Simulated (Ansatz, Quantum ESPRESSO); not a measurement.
# Ru(0001), 4 layers, one monolayer of Al on hcp sites: vacuum level and surface dipole, part 2 of 5

Wanted: work functions and the surface dipole of Ru(0001), 4 layers, one monolayer of Al on hcp sites at several levels, with their cost.

Quantum ESPRESSO 7.5; plane-wave DFT, PBE, GBRV ultrasoft pseudopotentials; geometry and cross-check by Ansatz 0.2.0 with PAW datasets.

So far. Step 2 (Geometry from Ansatz):  Held were the atoms numbered 1 and 2; the forces quoted are those on the free ones.

## 3. Self-consistent run

A dipole correction (tefield, dipfield, eamp = 0) lets each face keep its own vacuum level; its ramp sits in the vacuum at emaxpos, and symmetry is switched off.

Level of this step: plane-wave DFT, PBE, GBRV ultrasoft pseudopotentials (Quantum ESPRESSO 7.5).

Input file scf.in:

```
&control
  prefix = 'scf'
  outdir = './out'
  pseudo_dir = './pseudo'
  calculation = 'scf'
  tprnfor = .true.
  tefield = .true.
  dipfield = .true.
/
&system
  ibrav = 0
  nat = 5
  ntyp = 2
  ecutwfc = 40
  ecutrho = 200
  occupations = 'smearing'
  smearing = 'mv'
  degauss = 0.02
  edir = 3
  emaxpos = 0.97
  eopreg = 0.04
  eamp = 0.0
/
&electrons
  conv_thr = 1e-07
  mixing_beta = 0.4
  electron_maxstep = 120
  mixing_mode = 'local-TF'
/
ATOMIC_SPECIES
  Ru  101.0700  ru_pbe_v1.2.uspp.F.UPF
  Al  26.9815  al_pbe_v1.uspp.F.UPF
CELL_PARAMETERS angstrom
  2.69999999998962 0.00000000000000 0.00000000000000
  1.34999999999481 2.33826859020899 0.00000000000000
  0.00000000000000 0.00000000000000 25.41520000000000
ATOMIC_POSITIONS crystal
  Ru  0.666666666667 0.666666666667 0.326576222100
  Ru  -0.000000000000 -0.000000000000 0.410714847800
  Ru  0.666666666667 0.666666666667 0.494265097083
  Ru  -0.000000000000 -0.000000000000 0.579471512175
  Al  0.666666666667 0.666666666667 0.663786690342
K_POINTS automatic
  12 12 1 0 0 0
```

The run is started by

```bash
OMP_NUM_THREADS=1 mpirun -n 4 pw.x -nk 4 -in scf.in > scf.out
```

Output:

```text
Program PWSCF v.7.5 starts
[citation notice left out]

     Parallel version (MPI & OpenMP), running on       4 processor cores
     Number of MPI processes:                 4
     Threads/MPI process:                     1

     MPI processes distributed on     1 nodes
[...]
Current dimensions of program PWSCF are:
     Max number of different atomic species (ntypx) = 10
     Max number of k-points (npk) =  40000
     Max angular momentum in pseudopotentials (lmaxx) =  4
     Presently no symmetry can be used with electric field

     K-points division:     npool     =       4
     Subspace diagonalization in iterative solution of the eigenvalue problem:
     a serial algorithm will be used

     G-vector sticks info
     --------------------
     sticks:   dense  smooth     PW     G-vecs:    dense   smooth      PW
     Sum         361     295     97                51901    37003    7457

     Using Slab Decomposition

     bravais-lattice index     =            0
     lattice parameter (alat)  =       5.1023  a.u.
     unit-cell volume          =    1082.8001 (a.u.)^3
     number of atoms/cell      =            5
     number of atomic types    =            2
     number of electrons       =        67.00
     number of Kohn-Sham states=           41
     kinetic-energy cutoff     =      40.0000  Ry
     charge density cutoff     =     200.0000  Ry
     scf convergence threshold =      1.0E-07
     mixing beta               =       0.4000
     number of iterations used =            8  local-TF  mixing
     Exchange-correlation= SLA  PW   PBE  PBE
                           (   1   4   3   4   0   0   0)

[...]
PseudoPot. # 1 for Ru read from file:
     ./pseudo/ru_pbe_v1.2.uspp.F.UPF
     Pseudo is Ultrasoft + core correction, Zval = 16.0
     Generated by new atomic code, or converted to UPF format
     Using radial grid of  967 points,  6 beta functions with:
                l(1) =   0
                l(2) =   0
                l(3) =   1
                l(4) =   1
                l(5) =   2
                l(6) =   2
     Q(r) pseudized with  8 coefficients,  rinner =    1.300   1.300   1.300
                                                       1.300   1.300

     PseudoPot. # 2 for Al read from file:
     ./pseudo/al_pbe_v1.uspp.F.UPF
     Pseudo is Ultrasoft + core correction, Zval =  3.0
     Generated by new atomic code, or converted to UPF format
     Using radial grid of  893 points,  3 beta functions with:
                l(1) =   0
                l(2) =   1
                l(3) =   2
     Q(r) pseudized with  8 coefficients,  rinner =    0.900   0.900   0.900
                                                       0.900   0.900

     atomic species   valence    mass     pseudopotential
[...]
Estimated max dynamical RAM per process >     137.04 MB

     Estimated total dynamical RAM >     510.13 MB

     Initial potential from superposition of free atoms

     starting charge      62.9975, renormalised to      67.0000

     negative rho (up, down):  3.201E-01 0.000E+00

     Adding external electric field

     Computed dipole along edir(3) :
        Dipole               -1.9053 Ry au,         -4.8427 Debye
        Dipole field         -0.0221 Ry au,

        Potential amp.        2.0390 Ry
        Total length         46.1067 bohr

     Starting wfcs are   56 randomized atomic wfcs

     total cpu time spent up to now is        3.0 secs

     per-process dynamical memory:    99.0 Mb

     Self-consistent Calculation

     iteration #  1     ecut=    40.00 Ry     beta= 0.40
     Davidson diagonalization with overlap
     ethr =  1.00E-02,  avg # of iterations =  9.1

     negative rho (up, down):  5.667E-01 0.000E+00

     Adding external electric field

     Computed dipole along edir(3) :
        Dipole                8.8469 Ry au,         22.4865 Debye
        Dipole field          0.1027 Ry au,

        Potential amp.       -9.4677 Ry
        Total length         46.1067 bohr

     total cpu time spent up to now is        9.6 secs

     total energy              =    -733.25993727 Ry
     estimated scf accuracy    <     953.35564646 Ry

     iteration #  2     ecut=    40.00 Ry     beta= 0.40
[...]
c_bands:  1 eigenvalues not converged
     c_bands:  3 eigenvalues not converged
     c_bands:  1 eigenvalues not converged
     c_bands:  3 eigenvalues not converged
[...]
negative rho (up, down):  5.411E-01 0.000E+00

[...]
Dipole               -5.1629 Ry au,        -13.1228 Debye
[...]
total energy              =    -652.50416798 Ry
     estimated scf accuracy    <    6091.73996315 Ry

[...]
iteration #119     ecut=    40.00 Ry     beta= 0.40
[...]
negative rho (up, down):  3.680E-01 0.000E+00

[...]
Dipole               -0.2930 Ry au,         -0.7447 Debye
[...]
total energy              =    -783.66446240 Ry
     estimated scf accuracy    <       0.78254066 Ry

     iteration #120     ecut=    40.00 Ry     beta= 0.40
[...]
negative rho (up, down):  3.583E-01 0.000E+00

[...]
Dipole               -0.3413 Ry au,         -0.8674 Debye
[...]
total energy              =    -783.66315419 Ry
     estimated scf accuracy    <       0.43155536 Ry

     End of self-consistent calculation

     convergence NOT achieved after 120 iterations: stopping

[...]
=------------------------------------------------------------------------------=
   JOB DONE.
=------------------------------------------------------------------------------=
[key lines of the parts left out:]
Dipole field         -0.0040 Ry au,
```

It took 8.5 min on 4 MPI ranks of AMD EPYC 9R14 (Zen 4), shared host; peak memory 0.67 GiB.

The run ended without convergence. The estimated SCF accuracy went from 953 Ry in the first cycle kept to 0.165 Ry at best and 0.432 Ry in the last.

More iterations help only where the error still falls; otherwise the mixing, the start or the set-up has to change.

## 4. SCF with pw.x: open boundaries by the effective screening medium

The effective screening medium with bc1 puts vacuum on both sides and removes the images along the normal. The slab must sit about z = 0, symmetry is kept, and the .esm1 file holds the planar potential.

Input file esm.in:

```
&control
  prefix = 'esm'
  outdir = './out'
  pseudo_dir = './pseudo'
  calculation = 'scf'
  tprnfor = .true.
/
&system
  ibrav = 0
  nat = 5
  ntyp = 2
  ecutwfc = 40
  ecutrho = 200
  occupations = 'smearing'
  smearing = 'mv'
  degauss = 0.02
  assume_isolated = 'esm'
  esm_bc = 'bc1'
/
&electrons
  conv_thr = 1e-07
  mixing_beta = 0.4
  electron_maxstep = 120
  mixing_mode = 'local-TF'
/
ATOMIC_SPECIES
  Ru  101.0700  ru_pbe_v1.2.uspp.F.UPF
  Al  26.9815  al_pbe_v1.uspp.F.UPF
CELL_PARAMETERS angstrom
  2.69999999998962 0.00000000000000 0.00000000000000
  1.34999999999481 2.33826859020899 0.00000000000000
  0.00000000000000 0.00000000000000 25.41520000000000
ATOMIC_POSITIONS crystal
  Ru  0.666666666667 0.666666666667 -0.168605234121
  Ru  -0.000000000000 -0.000000000000 -0.084466608421
  Ru  0.666666666667 0.666666666667 -0.000916359138
  Ru  -0.000000000000 -0.000000000000 0.084290055954
  Al  0.666666666667 0.666666666667 0.168605234121
K_POINTS automatic
  12 12 1 0 0 0
```

The run is started by

```bash
OMP_NUM_THREADS=1 mpirun -n 4 pw.x -nk 4 -in esm.in > esm.out
```

Output:

```text
[banner, memory and clock lines left out]
Program PWSCF v.7.5 starts
[citation notice left out]

[...]
Message from routine setup:
[...]
bravais-lattice index     =            0
     lattice parameter (alat)  =       5.1023  a.u.
     unit-cell volume          =    1082.8001 (a.u.)^3
     number of atoms/cell      =            5
     number of atomic types    =            2
     number of electrons       =        67.00
     number of Kohn-Sham states=           41
     kinetic-energy cutoff     =      40.0000  Ry
     charge density cutoff     =     200.0000  Ry
     scf convergence threshold =      1.0E-07
     mixing beta               =       0.4000
     number of iterations used =            8  local-TF  mixing
     Exchange-correlation= SLA  PW   PBE  PBE
                           (   1   4   3   4   0   0   0)

     Effective Screening Medium Method
     Boundary Conditions: Vacuum-Slab-Vacuum
     total charge in unit cell        =   0.0000
     grid points for fit at edges     =        4

[...]
PseudoPot. # 1 for Ru read from file:
     ./pseudo/ru_pbe_v1.2.uspp.F.UPF
     Pseudo is Ultrasoft + core correction, Zval = 16.0
     Generated by new atomic code, or converted to UPF format
     Using radial grid of  967 points,  6 beta functions with:
                l(1) =   0
                l(2) =   0
                l(3) =   1
                l(4) =   1
                l(5) =   2
                l(6) =   2
     Q(r) pseudized with  8 coefficients,  rinner =    1.300   1.300   1.300
                                                       1.300   1.300

     PseudoPot. # 2 for Al read from file:
     ./pseudo/al_pbe_v1.uspp.F.UPF
     Pseudo is Ultrasoft + core correction, Zval =  3.0
     Generated by new atomic code, or converted to UPF format
     Using radial grid of  893 points,  3 beta functions with:
                l(1) =   0
                l(2) =   1
                l(3) =   2
     Q(r) pseudized with  8 coefficients,  rinner =    0.900   0.900   0.900
                                                       0.900   0.900

     atomic species   valence    mass     pseudopotential
     Ru               16.00   101.07000     Ru( 1.00)
     Al                3.00    26.98150     Al( 1.00)

      6 Sym. Ops. (no inversion) found

[...]
number of k points=    19  Marzari-Vanderbilt smearing, width (Ry)=  0.0200
[...]
Dense  grid:    51901 G-vectors     FFT dimensions: (  24,  24, 225)

     Smooth grid:    37003 G-vectors     FFT dimensions: (  24,  24, 200)

     Initial potential from superposition of free atoms

     starting charge      62.9975, renormalised to      67.0000

     negative rho (up, down):  3.275E-01 0.000E+00
     Starting wfcs are   56 randomized atomic wfcs

     per-process dynamical memory:    61.0 Mb

     Self-consistent Calculation

     iteration #  1     ecut=    40.00 Ry     beta= 0.40
     Davidson diagonalization with overlap
     c_bands:  2 eigenvalues not converged
     c_bands:  3 eigenvalues not converged
     c_bands:  4 eigenvalues not converged
     c_bands:  5 eigenvalues not converged
     c_bands:  4 eigenvalues not converged
     ethr =  1.00E-02,  avg # of iterations = 13.2

     negative rho (up, down):  3.703E-01 0.000E+00

     total energy              =    -775.59168834 Ry
     estimated scf accuracy    <     402.70972258 Ry

     iteration #  2     ecut=    40.00 Ry     beta= 0.40
[...]
negative rho (up, down):  3.497E-01 0.000E+00

[...]
total energy              =    -782.31711395 Ry
     estimated scf accuracy    <      20.57065238 Ry

     iteration #  3     ecut=    40.00 Ry     beta= 0.40
[...]
negative rho (up, down):  3.546E-01 0.000E+00

[...]
total energy              =    -781.09891354 Ry
     estimated scf accuracy    <      17.02963509 Ry

     iteration #  4     ecut=    40.00 Ry     beta= 0.40
[...]
negative rho (up, down):  3.373E-01 0.000E+00

[...]
total energy              =    -783.53200660 Ry
     estimated scf accuracy    <      14.30620428 Ry

     iteration #  5     ecut=    40.00 Ry     beta= 0.40
[...]
negative rho (up, down):  3.361E-01 0.000E+00

[...]
total energy              =    -782.91819710 Ry
     estimated scf accuracy    <       5.54210726 Ry

     iteration #  6     ecut=    40.00 Ry     beta= 0.40
[...]
negative rho (up, down):  3.289E-01 0.000E+00

[...]
total energy              =    -783.77324884 Ry
     estimated scf accuracy    <       9.51448240 Ry

[...]
iteration # 46     ecut=    40.00 Ry     beta= 0.40
[...]
negative rho (up, down):  3.205E-01 0.000E+00

[...]
total energy              =    -783.65492650 Ry
     estimated scf accuracy    <       0.00000028 Ry

     iteration # 47     ecut=    40.00 Ry     beta= 0.40
[...]
negative rho (up, down):  3.205E-01 0.000E+00

[...]
total energy              =    -783.65494063 Ry
     estimated scf accuracy    <       0.00000018 Ry

     iteration # 48     ecut=    40.00 Ry     beta= 0.40
[...]
negative rho (up, down):  3.205E-01 0.000E+00

[...]
total energy              =    -783.65488913 Ry
     estimated scf accuracy    <       0.00000029 Ry

     iteration # 49     ecut=    40.00 Ry     beta= 0.40
[...]
negative rho (up, down):  3.205E-01 0.000E+00

[...]
End of self-consistent calculation

          k = 0.0000 0.0000 0.0000 (  4609 PWs)   bands (ev):

   -77.9514 -77.7948 -77.5256 -77.3835 -48.2816 -47.8043 -47.4915 -47.4915
   -47.3549 -47.3549 -47.3523 -47.2036 -47.1365 -47.1365 -46.9435 -46.9435
   -14.4677 -12.1296 -10.9771 -10.7023 -10.3324  -7.6752  -7.4888  -7.4888
    -7.3489  -7.3489  -7.3097  -7.0868  -6.8963  -6.8963  -6.6197  -6.6197
    -5.6457  -5.5573  -5.5573  -4.6011  -4.6011  -3.8746  -3.8550  -3.8550
    -3.5365

          k = 0.0000 0.0962 0.0000 (  4591 PWs)   bands (ev):

   -77.9428 -77.7882 -77.5188 -77.3767 -48.2642 -47.8083 -47.5379 -47.5059
   -47.4301 -47.3661 -47.3202 -47.2166 -47.1777 -47.1480 -46.9921 -46.9552
   -14.2823 -11.8870 -10.7427 -10.4919 -10.0934  -7.8203  -7.6672  -7.5698
    -7.4605  -7.3053  -7.1886  -7.0201  -6.8941  -6.7811  -6.7117  -6.4547
    -6.0278  -5.6358  -5.6350  -4.9236  -4.6645  -4.4505  -3.8628  -3.4782
    -3.4153

[...]
the Fermi energy is    -4.6763 ev

!    total energy              =    -783.65490115 Ry
     estimated scf accuracy    <       0.00000002 Ry
     smearing contrib. (-TS)   =      -0.00097562 Ry
     internal energy E=F+TS    =    -783.65392553 Ry

     The total energy is F=E-TS. E is the sum of the following terms:
     one-electron contribution =   14111.62754278 Ry
     hartree contribution      =   -7074.68793759 Ry
     xc contribution           =    -107.99889086 Ry
     ewald contribution        =   -7712.59463986 Ry

     convergence has been achieved in  49 iterations

     negative rho (up, down):  3.205E-01 0.000E+00

     Forces acting on atoms (cartesian axes, Ry/au):

     atom    1 type  1   force =     0.00000000    0.00000000    0.01964404
     atom    2 type  1   force =     0.00000000    0.00000000   -0.01701440
     atom    3 type  1   force =     0.00000000    0.00000000   -0.00250424
     atom    4 type  1   force =     0.00000000    0.00000000    0.00076230
     atom    5 type  2   force =     0.00000000    0.00000000   -0.00077411

     Total force =     0.026131     Total SCF correction =     0.001540

[...]
```

Wall time 62 s (4 MPI ranks); peak memory 0.46 GiB; 4.1 min of CPU time.

This step gave:

| Item | Value |
| --- | --- |
| free energy | -10662.1681 eV |
| Fermi energy | -4.676 eV |
| vacuum line at the lower end of the cell, over the Fermi level | 5.091 eV |
| vacuum line at the upper end of the cell, over the Fermi level | 4.261 eV |

The potential energy, planar mean oscillates, so the rows of the table below give means over windows of 2.15 Å about each position, cut where the curve ends. Its maxima inside the range that stand out by 2 % of the span (Å: eV): -3.3: -1.92, -1.1: -2.23, 1.0: -1.73, 3.3: -1.86. Its minima: -4.3: -48.8, -2.1: -49.2, 0.0: -49.1, 2.1: -49.1, 4.3: -16.4.

Electrostatic potential energy of an electron; zero at the Fermi level. Table of potential energy, planar mean by z; means over each step:

```tsv
z (Å)	potential energy, planar mean (eV)
-11.58	5.09
-9.43	5.09
-7.28	5.00
-5.12	-13.2
-2.97	-20.3
-0.82	-20.6
1.33	-19.7
3.48	-11.0
5.63	-0.399
7.78	4.24
9.93	4.26
12.08	4.26
```

The vacuum levels are read from the outermost 0.7 Å of the cell on either side.

The run needed 49 iterations to bring the estimated error under 1e-07 Ry; the largest force on any atom, held or free, is 0.51 eV/Å.

(Continued in part 3 of 5.)

[Logs are printed without paths, hosts, clocks, repeated set-up lines and the standing remarks that a program may print on its own settings, such as how far it seeks lower states.]

[Hosts, paths, dates, database ids (printed as entryN), source tags and the programs' standing remarks are cut or masked in the printed files.]

[Maps of the electrostatic potential energy from Ansatz leave out the sawtooth potential of an applied field or a dipole correction, so their vacuum need not be flat; planar profiles and work functions include it.]
